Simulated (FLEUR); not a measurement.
# Fe: which magnetic order is lowest, part 2 of 2

A self-consistent run ends on one state, which hangs on the start. Several orders of Fe are started in FLEUR and their energies compared.

FLEUR MaX-R8.1; PBE; all-electron FLAPW, Dirac cores, scalar-relativistic bands.

So far, largest spin moment in the muffin-tin sphere (μB): step 2 (start 1: ferro +) 2.32; step 3 (start 2: antiferro q=(0,0,1/2) +-) 2.15.

The database entry behind the starting cell differs from later determinations by our own check (an axis about 0.7 % long against later determinations), so it need not match the best structure at ambient conditions.

## 4. Order 3, typed as no spin polarisation

Without spin polarisation no moment can form, so the difference from the other runs is what forming moments gains.

The k list default-1 (kpts.xml, not shown) is a Γ-centred 18×18×18 mesh.

File inp.xml:

```
<?xml version="1.0" encoding="UTF-8" standalone="no"?>
<fleurInput fleurInputVersion="0.39">
   <comment>
      Fe
   </comment>
   <calculationSetup>
      <cutoffs Kmax="3.6" Gmax="10.8" GmaxXC="10.8" numbands="0"/>
      <scfLoop itmax="90" minDistance="0.00002" maxIterBroyd="15" imix="Anderson" alpha="0.05" precondParam="0.0" spinf="2.0" sdNocoIR="T"/>
      <coreElectrons ctail="T" frcor="F" kcrel="1" coretail_lmax="0"/>
      <xcFunctional name="pbe" relativisticCorrections="F"/>
      <magnetism jspins="1"/>
      <soc l_soc="F" theta="0.0" phi="0.0" spav="F"/>
      <expertModes spex="0" secvar="F"/>
      <geometryOptimization l_f="F" forcealpha="1.0" forcemix="BFGS" epsdisp="0.00001" epsforce="0.00001"/>
      <ldaU l_linMix="F" mixParam="0.05" spinf="1.0"/>
   </calculationSetup>
   <cell>
      <bzIntegration valenceElectrons="16.0" mode="hist" fermiSmearingEnergy="0.00183747">
         <kPointListSelection listName="default-1"/>
         <xi:include xmlns:xi="http://www.w3.org/2001/XInclude" href="kpts.xml"> </xi:include>
      </bzIntegration>
      <xi:include xmlns:xi="http://www.w3.org/2001/XInclude" href="sym.xml"> </xi:include>
      <bulkLattice scale="1.0">
         <bravaisMatrix>
            <row-1>   -2.7268747977977998     2.7268747977977998     2.7268747977977998</row-1>
            <row-2>    2.7268747977977998    -2.7268747977977998     2.7268747977977998</row-2>
            <row-3>    2.7268747977977998     2.7268747977977998    -2.7268747977977998</row-3>
         </bravaisMatrix>
      </bulkLattice>
   </cell>
   <atomSpecies>
      <species name="Iron (Fe)" element="Fe" atomicNumber="26">
         <mtSphere radius="2.3" gridPoints="761" logIncrement="0.016"/>
         <atomicCutoffs lmax="8" lnonsphr="6"/>
         <electronConfig flipSpins="F">
            <coreConfig>(1s1/2) (2s1/2) (2p1/2) (2p3/2)</coreConfig>
            <valenceConfig>(3s1/2) (3p1/2) (3p3/2) (4s1/2) (3d3/2) (3d5/2)</valenceConfig>
            <stateOccupation state="(3d3/2)" spinUp="1.200000" spinDown="1.200000"/>
            <stateOccupation state="(3d5/2)" spinUp="1.800000" spinDown="1.800000"/>
         </electronConfig>
         <energyParameters s="4" p="4" d="3" f="4"/>
         <lo type="SCLO" l="0" n="3" eDeriv="0"/>
         <lo type="SCLO" l="1" n="3" eDeriv="0"/>
      </species>
   </atomSpecies>
   <atomGroups>
      <atomGroup species="Iron (Fe)">
         <relPos label="                   1">.0000000000 .0000000000 .0000000000</relPos>
         <force calculate="T" relaxXYZ="TTT"/>
      </atomGroup>
   </atomGroups>
   <output dos="F" band="F" slice="F">
      <bandDOS minEnergy="-.5*Htr" maxEnergy="0.5*Htr" sigma="0.015" storeEVData="T"/>
      <plotting iplot="0" polar="F">
         <plot TwoD="T" vec1="  1.0  0.0  0.0" vec2="  0.0  1.0  0.0" vec3="  0.0  0.0  1.0" zero="  0.0  0.0  0.0" file="plot"/>
      </plotting>
      <moessbauerParams electricFieldGradient="F" isomerShift="T" coreHyperfine="T" valenceHyperfine="T"/>
   </output>
</fleurInput>
```

File crystal.txt:

```
Fe
&input film=F cartesian=F /
-1.44300000000  1.44300000000  1.44300000000
1.44300000000  -1.44300000000  1.44300000000
1.44300000000  1.44300000000  -1.44300000000
1.8897261246
1.0 1.0 1.0

1
26 0.00000000000  0.00000000000  0.00000000000

&kpt div1=18 div2=18 div3=18 gamma=T /
```

Launch:

```bash
OMP_NUM_THREADS=1 inpgen -f crystal.txt > inpgen.log  # inp.xml is then edited as shown
OMP_NUM_THREADS=1 mpirun -n 4 fleur_MPI > fleur.log
```

Log:

```text
[banner, memory and clock lines left out]
Welcome to FLEUR        (www.flapw.de)
      MaX-Release 8.1          (www.max-centre.eu)

 ========== k-point set info ==========
 Selected k-point list: default-1
 k-point list type: mesh
 0 x 0 x 0
 Number of k points: 196

 [... set-up left out ...]
 Iteration:     1   Distance:      14.28022267 me/bohr^3
 [... lines of the core solver left out ...]
 Iteration:     2   Distance:      12.16764151 me/bohr^3
 [... lines of the core solver left out ...]
 Iteration:     3   Distance:       5.68569246 me/bohr^3
[...]
<FermiEnergy value="0.3367470137" units="Htr"/>
         [... left out ...]
         <totalEnergy value="    -1272.7800010094" units="Htr">
            <sumOfEigenvalues value="     -735.9887820281">
               <coreElectrons value="-722.6625393230"/>
               <valenceElectrons value="-13.3262427050"/>
            </sumOfEigenvalues>
         [... left out ...]
            <freeEnergy value="-1272.7811838123"/>
            <extrapolationTo0K value="-1272.7805924108"/>
         </totalEnergy>
         <densityConvergence units="me/bohr^3">
            <chargeDensity spin="1" distance="0.0000064906"/>
         </densityConvergence>
      </iteration>
```

It took 4.3 s on 4 MPI ranks of Arm Neoverse V1, shared host; peak memory 0.16 GiB; 17 s of CPU time.

This step gave:

```yaml
free_energy: -34634.1404 eV
program_s_band_gap_on_this_mesh_in_a_metal_only_a_level_spacing: 0.003404 eV
final_state: non-magnetic (no spin polarisation)
```

It lies 588 meV a seeded atom over the first start.

## 5. The states side by side

Free energies are divided by the number of seeded atoms, so that cells of unlike size compare. Wavevectors q in the names are fractions of the primitive cell's reciprocal vectors.

Orders:

```tsv
start	final state	typed order kept	energy over the lowest (meV a seeded atom)	largest sphere moment (μB)	net moment (μB a primitive cell)	mesh matched	CPU time (s)
ferro +	ferromagnetic	yes	0	2.32	2.255	yes	37.64
antiferro q=(0,0,1/2) +-	antiferromagnetic	yes	217.5	2.151	0	yes	494.7
no spin polarisation	non-magnetic	-	587.6	0	0	yes	16.86
```

## 6. Spin–orbit coupling, moments along [001]

Spin–orbit coupling ties the spins to the lattice and lets orbital moments form.

A new self-consistent run of the start ferro +, with the moments along z.

File inp.xml:

```
<?xml version="1.0" encoding="UTF-8" standalone="no"?>
<fleurInput fleurInputVersion="0.39">
   <comment>
      Fe
   </comment>
   <calculationSetup>
      <cutoffs Kmax="3.6" Gmax="10.8" GmaxXC="10.8" numbands="36"/>
      <scfLoop itmax="90" minDistance="0.00002" maxIterBroyd="15" imix="Anderson" alpha="0.05" precondParam="0.0" spinf="2.0" sdNocoIR="T"/>
      <coreElectrons ctail="T" frcor="F" kcrel="1" coretail_lmax="0"/>
      <xcFunctional name="pbe" relativisticCorrections="F"/>
      <magnetism jspins="2"/>
      <soc l_soc="T" theta="0.0" phi="0.0" spav="F"/>
      <expertModes spex="0" secvar="F"/>
      <geometryOptimization l_f="F" forcealpha="1.0" forcemix="BFGS" epsdisp="0.00001" epsforce="0.00001"/>
      <ldaU l_linMix="F" mixParam="0.05" spinf="1.0"/>
   </calculationSetup>
   <cell>
      <bzIntegration valenceElectrons="16.0" mode="hist" fermiSmearingEnergy="0.00183747">
         <kPointListSelection listName="default-1"/>
         <xi:include xmlns:xi="http://www.w3.org/2001/XInclude" href="kpts.xml"> </xi:include>
      </bzIntegration>
      <xi:include xmlns:xi="http://www.w3.org/2001/XInclude" href="sym.xml"> </xi:include>
      <bulkLattice scale="1.0">
         <bravaisMatrix>
            <row-1>   -2.7268747977977998     2.7268747977977998     2.7268747977977998</row-1>
            <row-2>    2.7268747977977998    -2.7268747977977998     2.7268747977977998</row-2>
            <row-3>    2.7268747977977998     2.7268747977977998    -2.7268747977977998</row-3>
         </bravaisMatrix>
      </bulkLattice>
   </cell>
   <atomSpecies>
      <species name="Iron (Fe) 2.800" element="Fe" atomicNumber="26">
         <mtSphere radius="2.3" gridPoints="761" logIncrement="0.016"/>
         <atomicCutoffs lmax="8" lnonsphr="6"/>
         <electronConfig flipSpins="F">
            <coreConfig>(1s1/2) (2s1/2) (2p1/2) (2p3/2)</coreConfig>
            <valenceConfig>(3s1/2) (3p1/2) (3p3/2) (4s1/2) (3d3/2) (3d5/2)</valenceConfig>
            <stateOccupation state="(3d3/2)" spinUp="1.4" spinDown="1.0"/>
            <stateOccupation state="(3d5/2)" spinUp="3.0" spinDown="0.6"/>
         </electronConfig>
         <energyParameters s="4" p="4" d="3" f="4"/>
         <lo type="SCLO" l="0" n="3" eDeriv="0"/>
         <lo type="SCLO" l="1" n="3" eDeriv="0"/>
      </species>
   </atomSpecies>
   <atomGroups>
      <atomGroup species="Iron (Fe) 2.800">
         <relPos label="                   1">.0000000000 .0000000000 .0000000000</relPos>
         <force calculate="T" relaxXYZ="TTT"/>
      </atomGroup>
   </atomGroups>
   <output dos="F" band="F" slice="F">
      <bandDOS minEnergy="-.5*Htr" maxEnergy="0.5*Htr" sigma="0.015" storeEVData="T"/>
      <plotting iplot="0" polar="F">
         <plot TwoD="T" vec1="  1.0  0.0  0.0" vec2="  0.0  1.0  0.0" vec3="  0.0  0.0  1.0" zero="  0.0  0.0  0.0" file="plot"/>
      </plotting>
      <moessbauerParams electricFieldGradient="F" isomerShift="T" coreHyperfine="T" valenceHyperfine="T"/>
   </output>
</fleurInput>
```

File crystal.txt:

```
Fe
&input film=F cartesian=F /
-1.44300000000  1.44300000000  1.44300000000
1.44300000000  -1.44300000000  1.44300000000
1.44300000000  1.44300000000  -1.44300000000
1.8897261246
1.0 1.0 1.0

1
26 0.00000000000  0.00000000000  0.00000000000 : 2.800

&soc 0.0000000 0.0000000 /
&kpt div1=18 div2=18 div3=18 gamma=T /
```

Log:

```text
[banner, memory and clock lines left out]
Welcome to FLEUR        (www.flapw.de)
      MaX-Release 8.1          (www.max-centre.eu)

 ========== k-point set info ==========
 Selected k-point list: default-1
 k-point list type: mesh
 18 x 18 x 18
 Number of k points: 780

 [... set-up left out ...]
 Iteration:     1   Distance:      11.19802988 me/bohr^3
 [... lines of the core solver left out ...]
 Iteration:     2   Distance:       9.23944447 me/bohr^3
 [... lines of the core solver left out ...]
 Iteration:     3   Distance:       6.06116860 me/bohr^3
 [... lines of the core solver left out ...]
 Iteration:     4   Distance:       4.39868245 me/bohr^3
 [... lines of the core solver left out ...]
 Iteration:     5   Distance:       2.15387531 me/bohr^3
 [... lines of the core solver left out ...]
 Iteration:     6   Distance:       2.02661601 me/bohr^3
 [... lines of the core solver left out ...]
 Iteration:     7   Distance:       1.51539664 me/bohr^3
 [... lines of the core solver left out ...]
 Iteration:     8   Distance:       1.38976221 me/bohr^3
 [... lines of the core solver left out ...]
 Iteration:     9   Distance:       0.84662945 me/bohr^3
 [... lines of the core solver left out ...]
 Iteration:    10   Distance:       0.18568768 me/bohr^3
 [... lines of the core solver left out ...]
 Iteration:    11   Distance:       0.10528322 me/bohr^3
 [... lines of the core solver left out ...]
 Iteration:    12   Distance:       0.00779158 me/bohr^3
 [... lines of the core solver left out ...]
 Iteration:    13   Distance:       0.00423311 me/bohr^3
 [... lines of the core solver left out ...]
[... rest left out ...]

--- out.xml (last complete iteration) ---
<iteration numberForCurrentRun="   21" overallNumber="   21">
         [... left out ...]
         <bandgap value="0.0000000000" units="eV"/>
         <sumValenceSingleParticleEnergies value="-13.2667801775" units="Htr"/>
         <FermiEnergy value="0.3333687022" units="Htr"/>
         [... left out ...]
         <magneticMomentsInMTSpheres units="muBohr">
            <globalMagMoment atomType="1" vec="0.00000   0.00000   2.31799"/>
         </magneticMomentsInMTSpheres>
         <orbitalMomentsInMTSpheres units="muBohr">
            <globalMagMoment atomType="1" vec="0.00000   0.00000   0.04731"/>
         </orbitalMomentsInMTSpheres>
         [... left out ...]
         <totalEnergy value="    -1272.8030663916" units="Htr">
            <sumOfEigenvalues value="     -735.7733274976">
               <coreElectrons value="-722.5065473201"/>
               <valenceElectrons value="-13.2667801775"/>
            </sumOfEigenvalues>
         [... left out ...]
            <freeEnergy value="-1272.8033839943"/>
            <extrapolationTo0K value="-1272.8032251930"/>
         </totalEnergy>
         <densityConvergence units="me/bohr^3">
            <chargeDensity spin="1" distance="0.0000087806"/>
            <chargeDensity spin="2" distance="0.0000092606"/>
            <overallChargeDensity distance="0.0000111228"/>
            <spinDensity distance="0.0000142125"/>
         </densityConvergence>
      </iteration>
```

Wall time 73 s (4 MPI ranks); peak memory 0.31 GiB.

Numbers from this step:

```
free energy                                                       : -34634.7445 eV
program's band gap on this mesh (in a metal only a level spacing) : 0 eV
magnetization                                                     : 2.253 μB
final state                                                       : ferromagnetic
largest moment                                                    : 2.318 μB
orbital moment along the spin                                     : 0.04731 μB
```

Orbital moment in the sphere, along the spin axis by atom:

```tsv
atom	orbital moment in the sphere, along the spin axis (μB)
Fe1	0.0473
```

Fields along z, the direction of positive moments; semicore shells count as valence. Hyperfine fields at the nuclei:

```tsv
atom	core contact (T)	valence contact (T)	dipolar (T)	orbital (T)	sum (T)	density at the nucleus (e/bohr³)
Fe1	-57.97	27.12	0.01187	2.431	-28.41	15154
```

## 7. Results

* lowest state found: ferromagnetic (typed ferro +)
* largest site spin moment: 2.32 μB
* next finished state: antiferromagnetic, 218 meV a seeded atom higher
* energy gained by spin polarisation: 588 meV a seeded atom
* hyperfine field at Fe1, along its moment: -28.4 T
* orbital moment on the atom of largest spin, along its spin (spin–orbit run): 0.0473 μB

**Reading.** The lowest state found is ferromagnetic, reached from the start ferro +, with moments up to 2.32 μB. The next finished state costs 218 meV a seeded atom. At Fe1 the core shells give -58.0 T and the valence and semicore s states 27.1 T along the moment, -13.3 T per μB together; orbital and dipolar parts add 2.4 T. Semilocal functionals tend to give too weak a core polarisation. On the atom of largest spin the orbital moment is almost quenched. This is the lowest of 3 finished starts, no proof of the ground state.

[Logs and program files are shortened in this print: banners, set-up blocks, solver, clock and traceback lines can be left out without a mark of their own.]

[Logs are printed without paths, hosts, clocks, repeated set-up lines and the standing remarks that a program may print on its own settings, such as how far it seeks lower states.]

[Hosts, paths, dates, database ids (printed as entryN), source tags and the programs' standing remarks are cut or masked in the printed files.]

[Where a cell is said to come from a database of computed structures, the database is the Materials Project.]
